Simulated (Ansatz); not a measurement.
**Lattice dynamics of CoSi2 (Fm-3m)**

How does CoSi2 (Fm-3m) vibrate, and is this structure a minimum?

Calculated with Ansatz 0.2.0; DFT PBEsol, scalar-relativistic, plane waves, PAW; PAW set soft_1.

Most raw output is cut from this account.

The database entry behind the starting cell differs from later determinations by our own check (0.1 to 0.3 % short, probably kX units), so it need not match the best structure at ambient conditions.

**1. The structure**

It takes space group Fm-3m (No. 225, cubic). The conventional cell has a = 5.356 Å, b = 5.356 Å, c = 5.356 Å, α = 90.00°, β = 90.00°, γ = 90.00°. Nearest to Co lie 8 Si at 2.32 Å. Nearest to Si lie 4 Co at 2.32 Å. Farther neighbours are not listed.

**2. Bringing the structure to rest**

Harmonic phonons are second derivatives at a point where the forces vanish, and they are wanted at zero stress, so atoms and cell are relaxed first.

input.yaml

```yaml
crystal:
  lattice:
    - [0.0, 2.678, 2.678]
    - [2.678, 0.0, 2.678]
    - [2.678, 2.678, 0.0]
  atoms:
    - { symbol: Co, position: [0.0, 0.0, 0.0] }
    - { symbol: Si, position: [0.25, 0.25, 0.25] }
    - { symbol: Si, position: [0.75, 0.75, 0.75] }
kpoints:
  mp_grid: { grid: [14, 14, 14] }
hamiltonian:
  xc: pbesol
  pseudopotentials: { kind: paw, azcp: { folder: soft_1 }, xc_functional: pbe }
scf:
  occupations: { method: gaussian, width: 0.1 }
output:
  forces: true
  stress: true
  eigenvalues: true
  write_density: true
  write_potential: true
  elf: true
  volumetric_format: npy
relax:
  adjacent_minimum: "off"
  f_tol: 0.005
  max_steps: 80
  cell: { stress_tol: 0.05 }
```

Command:

```
> ansatz run input.yaml --threads 4 --pin off --max-ram 10240MiB --backend cpu --events-out ev --progress --plain --runs-dir out
```

Run time: 6.1 s. Hardware: 4 threads of Arm Neoverse V1, shared host; peak memory 0.33 GiB; 22 s of CPU time.

This run has no spin polarisation, although Co can carry a moment.

The steps of the relaxation:

```tsv
step	energy less that of the first step (eV)	largest force component (eV/Å)	pressure (GPa)	volume (Å³)
1	0.0000	0.0000	-4.47	38.41
2	-0.0111	0.0000	-1.88	37.86
3	-0.0134	0.0000	0.08	37.47
4	-0.0134	0.0000	0.00	37.49
5*	-0.0131	0.0000	0.00	37.49
```

Relaxation steps marked * repeat the geometry before them on a plane-wave basis chosen anew for their cell, so energy and pressure can jump there.

Forces are held to the 48 operations that the run works with; a distortion that breaks them can't arise in this run.

```tsv
conventional cell, symmetrised	before	after	change
a (Å)	5.356	5.313	-0.8 %
b (Å)	5.356	5.313	-0.8 %
c (Å)	5.356	5.313	-0.8 %
volume (Å³/atom)	12.80	12.50	-2.4 %
```

The relaxed structure:

```xyz
3
Lattice="0.0000 2.6564 2.6564 2.6564 0.0000 2.6564 2.6564 2.6564 0.0000" Properties=species:S:1:pos:R:3 pbc="T T T"
Co    0.0000    0.0000    0.0000
Si    1.3282    1.3282    1.3282
Si    3.9846    3.9846    3.9846
```

Numbers from this step:

* pressure: 0.002920 GPa
* volume per atom: 12.50 Å³
* gap on the k-mesh: 0 eV

Electrostatic potential energy in the ac plane of a cell with a along [110], b along [-110] and c along [001] of the cube at fractional y = 0.000, with atoms of Co and Si within 0.2 Å of it. With pseudopotentials it is smooth inside the atoms' cores, unlike the true potential.

Ten even steps from '0' (-32 eV) to '9' (16 eV), each cell a mean:
```
005888885000278888720
247743477423675336862
888424248888862332788
998337338999962662699
998522258999973223799
999865689999997557999
999988899999999889999
999988899999998888999
999743479999985336899
998424248999962332799
998337338999862662689
678522258756873223786
026865686200487557840
005888884000178888710
```
Columns run along a (7.5 Å; values clipped at the 3rd and 97th percentile), rows up along c (5.3 Å), edges of the conventional cell, whose origin can differ from the input's. Atoms in or near the plane, at fractional coordinates: Co at (0.00, 0.00), Co at (0.50, 0.00), Si at (0.25, 0.25), Si at (0.75, 0.25), Si at (0.25, 0.75), Si at (0.75, 0.75).

Valence density in the ac plane of a cell with a along [110], b along [-110] and c along [001] of the cube at fractional y = 0.000, with atoms of Co and Si within 0.2 Å of it. It is the smooth field of the valence electrons, not physical close to the nuclei.

Values in e/Å³, 8 rows by 16 columns, each cell a mean:
```
14  2  0  0  0  0  1  9 14  2  0  0  0  0  1  9
 0  0  0  0  0  0  0  0  0  0  0  0  0  0  0  0
 0  0  0  0  0  0  0  0  0  0  0  0  0  0  0  0
 0  0  0  0  0  0  0  0  0  0  0  0  0  0  0  0
 0  0  0  0  0  0  0  0  0  0  0  0  0  0  0  0
 0  0  0  0  0  0  0  0  0  0  0  0  0  0  0  0
 1  1  0  0  0  0  0  1  1  1  0  0  0  0  0  1
23  3  1  0  0  0  1 14 23  3  1  0  0  0  1 14
```
Columns run along a (7.5 Å), rows up along c (5.3 Å), edges of the conventional cell, whose origin can differ from the input's. Atoms in or near the plane, at fractional coordinates: Co at (0.00, 0.00), Co at (0.50, 0.00), Si at (0.25, 0.25), Si at (0.75, 0.25), Si at (0.25, 0.75), Si at (0.75, 0.75).

ELF in the ac plane of a cell with a along [110], b along [-110] and c along [001] of the cube at fractional y = 0.000, with atoms of Co and Si within 0.2 Å of it. It is the smooth field of the valence electrons, not physical close to the nuclei.

Ten even steps from '0' (0.02) to '9' (0.69), each cell a mean:
```
853699963586348998447
435997895343379879744
348965698433697558963
357645477534675545764
235545455322455545542
013578752100146886410
002589851000136996300
002589852000137996310
113567653111246776421
346544456433564444653
358755588534786556974
337975797333598669943
544899984455369999535
963589853698447997348
```
Columns run along a (7.5 Å), rows up along c (5.3 Å), edges of the conventional cell, whose origin can differ from the input's. Atoms in or near the plane, at fractional coordinates: Co at (0.00, 0.00), Co at (0.50, 0.00), Si at (0.25, 0.25), Si at (0.75, 0.25), Si at (0.25, 0.75), Si at (0.75, 0.75).

In this step the volume went from 12.80 to 12.50 Å³/atom.

**3. Tight relaxation**

Phonons need a cell at rest on their own settings, so the relaxation is repeated with tight tolerances on forces and stress, using the mesh and the filling of the phonon run that follows.

input.yaml

```yaml
crystal:
  lattice:
    - [0.0, 2.6564082749, 2.6564082749]
    - [2.6564082749, 0.0, 2.6564082749]
    - [2.6564082749, 2.6564082749, 0.0]
  atoms:
    - { symbol: Co, position: [0.0, 0.0, 0.0] }
    - { symbol: Si, position: [0.25, 0.25, 0.25] }
    - { symbol: Si, position: [0.75, 0.75, 0.75] }
kpoints:
  mp_grid: { grid: [16, 16, 16] }
hamiltonian:
  xc: pbesol
  pseudopotentials: { kind: paw, azcp: { folder: soft_1 }, xc_functional: pbe }
scf:
  occupations: { method: methfessel_paxton, width: 0.2 }
output:
  forces: true
  stress: true
  eigenvalues: true
relax:
  adjacent_minimum: "off"
  f_tol: 0.001
  max_steps: 60
  cell: { stress_tol: 0.01 }
```

Wall time 5.9 s (4 threads); peak memory 0.34 GiB; 22 s of CPU time.

Little changed from the start: no atom moved by 0.005 Å and no cell edge by 0.1 %.

This step gave:

| Property | Result |
| --- | --- |
| pressure | 9.37e-5 GPa |
| volume per atom | 12.49 Å³ |

The forces vanish by symmetry and the pressure is 0.000 GPa, within the tolerances set. The cell now holds 12.49 Å³/atom.

**4. Modes at Γ**

The zone centre comes first: it holds the modes that light can see, as far as symmetry allows. No field response is asked, since the mesh shows no gap.

input.yaml, the sections that differ from step 3:

```yaml
crystal:
  lattice:
    - [0.0, 2.6562750233, 2.6562750233]
    - [2.6562750233, 0.0, 2.6562750233]
    - [2.6562750233, 2.6562750233, 0.0]
  atoms:
    - { symbol: Co, position: [0.0, 0.0, 0.0] }
    - { symbol: Si, position: [0.25, 0.25, 0.25] }
    - { symbol: Si, position: [0.75, 0.75, 0.75] }
output:
  eigenvalues: true
phonons:
  method: dfpt
# kpoints, hamiltonian, scf: as in step 3
# relax: removed
```

Run time: 18 s. Hardware: 4 threads; peak memory 0.85 GiB; 66 s of CPU time.

Numbers from this step:

| Property | Result |
| --- | --- |
| sum-rule residual before enforcement | 2.86e-5 eV/Å² |
| point group | m-3m |
| highest optical mode at the zone centre (no LO-TO term) | 343.2 cm⁻¹ |
| lowest optical zone-centre mode | 342.1 cm⁻¹ |

Patterns of degenerate modes are one choice out of their space. The modes at Γ (shares of kinetic energy by element, %):

```tsv
mode	frequency (cm⁻¹)	symmetry	Co %	Si %
1	0.0	acoustic	51	49
2	0.0	acoustic	51	49
3	0.0	acoustic	51	49
4	342.1	T2g	0	100
5	342.1	T2g	0	100
6	342.1	T2g	0	100
7	343.2	T1u	49	51
8	343.2	T1u	49	51
9	343.2	T1u	49	51
```

Displacements in mode 4 (342.1 cm⁻¹), the largest set to 1:
```
Co1  0.00  0.00  0.00
Si2 -0.04 -0.32 -1.00
Si3  0.04  0.32  1.00
```

Displacements in mode 7 (343.2 cm⁻¹), the largest set to 1:
```
Co1  0.00  0.00  0.95
Si2  0.00  0.00 -1.00
Si3  0.00  0.00 -1.00
```

Before it was imposed, the acoustic sum rule was missed by 2.9e-5 eV/Å². Small misses are needed for a sound result but don't prove that mesh and cutoff are converged. The lowest optical mode is real, 342 cm⁻¹.

**5. The dispersion**

Stability and thermal properties need the whole zone. Linear response on a 4×4×4 q mesh gives force constants as far as a supercell of that size would.

input.yaml: that of step 4 with these lines changed.

```diff
@@ -20 +20,8 @@
   method: dfpt
+  qmesh: [4, 4, 4]
+  temperatures: { t_max: 1000, t_step: 50 }
+  qpath:
+    path:
+      - [[0.0, 0.0, 0.0], [0.5, 0.0, 0.5], [0.625, 0.25, 0.625]]
+      - [[0.375, 0.375, 0.75], [0.0, 0.0, 0.0], [0.5, 0.5, 0.5], [0.5, 0.25, 0.75], [0.5, 0.0, 0.5]]
+    npoints: 10
```

Wall time 9.7 min (4 threads); peak memory 5.5 GiB.

Numbers from this step:

| Item | Value |
| --- | --- |
| sum-rule residual before enforcement | 2.91e-5 eV/Å² |
| lowest frequency on the path | 0 cm⁻¹ |
| highest frequency on the path or at a solved wavevector | 397.8 cm⁻¹ |
| mean frequency | 289.1 cm⁻¹ |
| Debye temperature (second moment) | 562 K |
| logarithmic mean frequency | 270.6 cm⁻¹ |
| lowest mode on the q mesh (acoustic modes at Γ apart) | 86.67 cm⁻¹ |
| zero-point energy per atom | 53.76 meV |
| heat capacity at 300 K | 21.09 J/(mol atoms K) |
| vibrational entropy at 300 K | 20.49 J/(mol atoms K) |

Frequencies (cm⁻¹) solved at each irreducible wavevector; negative means imaginary. Frequencies by wavevector, by row:

```tsv
q in reciprocal lattice units	star	mode 1	mode 2	mode 3	mode 4	mode 5	mode 6	mode 7	mode 8	mode 9
0 0 0	1	0	0	0	342.1	342.1	342.1	343.2	343.2	343.2
0 0 0.25	8	86.7	86.7	196.8	315.6	323.1	323.1	361	361	377.7
0 0 -0.5	4	120	120	308.2	322.3	322.3	349.8	360.2	366.8	366.8
0 0.25 0.25	6	124.1	124.1	202.8	301.3	301.3	314.2	376.3	376.3	376.9
0 0.25 -0.5	24	155.3	185.3	273.8	283	294	321	381.3	382.5	389.3
0 0.25 -0.25	12	124.2	168	249	276.9	318.2	351.6	356.4	368.3	393.8
0 -0.5 -0.5	3	191.6	191.6	264.5	276.6	276.6	294.1	388.9	390	390
0.25 -0.5 -0.25	6	184.8	236.5	236.5	263.4	277.2	350.8	350.8	384.4	397.8
```

Interpolated from a 4×4×4 q mesh. Phonon branches along the path, in cm⁻¹:

```tsv
point	branch 1	branch 2	branch 3	branch 4	branch 5	branch 6	branch 7	branch 8	branch 9
Γ	0	0	0	342	342	342	343	343	343
halfway	124	124	203	301	301	314	376	376	377
X	192	192	264	277	277	294	389	390	390
halfway	184	205	265	271	279	302	385	388	392
U	167	234	248	268	288	321	380	384	392
jump to K	167	234	248	268	288	321	380	384	392
halfway	98	128	216	288	330	332	358	364	387
Γ	0	0	0	342	342	342	343	343	343
halfway	87	87	197	316	323	323	361	361	378
L	120	120	308	322	322	350	360	367	367
halfway	147	178	283	284	300	351	356	385	387
W	185	236	236	263	277	351	351	384	398
halfway	190	205	264	268	277	311	381	385	395
X	192	192	264	277	277	294	389	390	390
```

The phonon density of states has structure finer than the step of the table below, so its rows give means over 20 cm⁻¹, whole bins alone (the curve runs from 2.5 to 398 cm⁻¹). Peaks (cm⁻¹: height): 147.5: 0.0204, 267.5: 0.0523, 387.5: 0.117.

Tetrahedra on a 20×20×20 mesh, mean over bins of 5 cm-1. Interpolated from a 4×4×4 q mesh. Phonon density of states against wavenumber; means over each step:

wavenumber (cm⁻¹), phonon density of states (1/cm⁻¹/cell) and a bar:
```
       20      0.000 
       40      0.001 
       60      0.002 #
       80      0.004 #
      100      0.008 ###
      120      0.016 ######
      140      0.020 #######
      160      0.020 #######
      180      0.018 ######
      200      0.011 ####
      220      0.009 ###
      240      0.007 ###
      260      0.029 ###########
      280      0.045 #################
      300      0.043 ################
      320      0.037 ##############
      340      0.027 ##########
      360      0.047 #################
      380      0.081 ##############################
```

Phonopy on the run's constants, 19x19x19 mesh, Gaussian sigma 3.1 cm-1. Interpolated from a 4×4×4 q mesh. Table of partial phonon density of states by wavenumber; read off at these points; values in 1/cm⁻¹/cell:

```tsv
wavenumber (cm⁻¹)	Co	Si
-10.0	0	0
0.0	2.7e-5	2.7e-5
10.0	0	0
20.0	1.6e-4	1.5e-4
30.0	1.9e-4	1.7e-4
40.0	7.1e-4	6.4e-4
50.0	5.1e-4	4.5e-4
60.0	0.00137	0.00117
70.0	0.00134	0.00111
80.0	0.00262	0.00209
90.0	0.00353	0.00262
100.0	0.00418	0.00288
110.0	0.00662	0.00434
120.0	0.0105	0.00618
130.0	0.0123	0.00674
140.0	0.0130	0.00688
146.6	0.0142	0.00729
150.0	0.0133	0.00662
160.0	0.0136	0.00651
170.0	0.0130	0.00587
180.0	0.0129	0.00547
190.0	0.00907	0.00378
200.0	0.00810	0.00348
210.0	0.00676	0.00275
220.0	0.00648	0.00253
230.0	0.00554	0.00214
240.0	0.00468	0.00165
250.0	0.00961	0.00305
260.0	0.0162	0.00782
265.5	0.0173	0.0248
270.0	0.0146	0.0315
280.0	0.00799	0.0378
281.7	0.00748	0.0387
290.0	0.00727	0.0377
300.0	0.00700	0.0363
310.0	0.00469	0.0357
320.0	0.00419	0.0354
330.0	0.00361	0.0290
340.0	0.00351	0.0212
350.0	0.00613	0.0218
360.0	0.0123	0.0347
370.0	0.0159	0.0462
380.0	0.0170	0.0611
384.3	0.0192	0.0849
387.0	0.0189	0.0888
390.0	0.0165	0.0753
400.0	0.00160	0.00610
410.0	0	0
```

Harmonic thermodynamic functions per atom, from the density of states. Interpolated from a 4×4×4 q mesh. Thermodynamic functions, by row:

```tsv
T (K)	F_vib (meV/atom)	S (J/mol-atom/K)	C_V (J/mol-atom/K)
0	53.76	0	0
50	53.67	0.679	1.892
100	52.62	3.737	7.986
200	44.18	12.62	17.42
300	26.87	20.49	21.09
400	2.24	26.8	22.65
500	-28.29	31.95	23.44
600	-63.7	36.27	23.88
700	-103.3	39.97	24.16
800	-146.4	43.21	24.34
900	-192.7	46.09	24.46
1000	-241.8	48.67	24.55
```

Harmonic mean-square displacement, third of the trace. Interpolated from a 4×4×4 q mesh. Mean square displacements, by row:

```tsv
T (K)	Co1 U_eq (Å²)	Si2 U_eq (Å²)	Si3 U_eq (Å²)
0	0.00145	0.00216	0.00216
100	0.00192	0.00253	0.00253
300	0.00425	0.00472	0.00472
600	0.00817	0.00876	0.00876
```

Symmetry leaves 8 wavevectors to solve. The lowest mode among them, the acoustic zeros apart, lies at q = (0, 0, 0.25) and is real, 86.7 cm⁻¹.

**6. Another isotope**

An isotope changes the mass and not the force constants, so no new electronic calculation is needed; the shifts show which modes move this element.

The same force constants with the mass of Si changed from 28.085 to 29.974 u (phonopy, no LO-TO term). Both lists are sorted by frequency; levels can cross, so a row need not hold one and the same mode. Modes under 3 cm⁻¹ are left out. Isotope shifts, by row:

```tsv
q	rank	natural mass (cm⁻¹)	changed mass (cm⁻¹)
0 0 0	4	342.1	331.1
0 0 0	5	342.1	331.1
0 0 0	6	342.1	331.1
0 0 0	7	343.2	337.6
0 0 0	8	343.2	337.6
0 0 0	9	343.2	337.6
0 0 0.25	1	86.67	85.47
0 0 0.25	2	86.67	85.47
0 0 0.25	3	196.8	194.3
0 0 0.25	4	315.6	306.1
0 0 0.25	5	323.1	313.9
0 0 0.25	6	323.1	313.9
0 0 0.25	7	361	353.1
0 0 0.25	8	361	353.1
0 0 0.25	9	377.7	369.4
0 0 -0.5	1	120	118.6
0 0 -0.5	2	120	118.6
0 0 -0.5	3	308.2	306.7
0 0 -0.5	4	322.3	312
0 0 -0.5	5	322.3	312
0 0 -0.5	6	349.8	340.2
0 0 -0.5	7	360.2	348.7
0 0 -0.5	8	366.8	359.1
0 0 -0.5	9	366.8	359.1
0 0.25 0.25	1	124.1	122.4
0 0.25 0.25	2	124.1	122.4
0 0.25 0.25	3	202.8	200.7
0 0.25 0.25	4	301.3	293.3
0 0.25 0.25	5	301.3	293.3
0 0.25 0.25	6	314.2	304.1
0 0.25 0.25	7	376.3	367.3
0 0.25 0.25	8	376.3	367.3
0 0.25 0.25	9	376.9	368.6
```

A mode of this element alone would shift by -3.20 %. The highest zone-centre frequency without the field goes from 343.2 to 337.6 cm⁻¹ (-1.6 %). The product of the frequency ratios over all optical modes at Γ is 0.863; the product rule, (m/m′)^(3k/2) (M′/M)^(3/2) with k = 2 such atoms and M the mass of the cell, gives 0.863.

**7. What came out**

| Quantity | Value |
| --- | --- |
| space group after relaxation (within 0.01 Å) | Fm-3m |
| volume per atom | 12.5 Å³ |
| electronic character | no gap on this mesh |
| highest optical mode at the zone centre (no LO-TO term) | 343 cm⁻¹ |
| lowest optical zone-centre mode | 342 cm⁻¹ |
| lowest mode on the q mesh (acoustic modes at Γ apart) | 86.7 cm⁻¹ |
| highest frequency on the path or at a solved wavevector | 398 cm⁻¹ |
| zero-point energy per atom | 53.8 meV |
| heat capacity at 300 K | 21.1 J/(mol atoms K) |
| vibrational entropy at 300 K | 20.5 J/(mol atoms K) |
| Debye temperature (second moment) | 562 K |
| imaginary modes on the 4×4×4 q mesh | none |

In words: The structure is a minimum as far as tested: no mode is imaginary at the 8 irreducible wavevectors of the 4×4×4 mesh, and the softest away from the acoustic zeros lies at 87 cm⁻¹. The optical modes at Γ span 342 to 343 cm⁻¹. With no gap, or one that is small against the smearing, the frequencies hang on the k mesh and the smearing, most of all near Kohn anomalies. The phonon runs are without spin polarisation, although the cell has an odd electron count. The PAW files were made for PBE and serve the other functionals too. These are harmonic frequencies at zero temperature: anharmonic shifts, linewidths and thermal expansion are left out.

[Logs are printed without paths, hosts, clocks, repeated set-up lines and the standing remarks that a program may print on its own settings, such as how far it seeks lower states.]

[Hosts, paths, dates, database ids (printed as entryN), source tags and the programs' standing remarks are cut or masked in the printed files.]
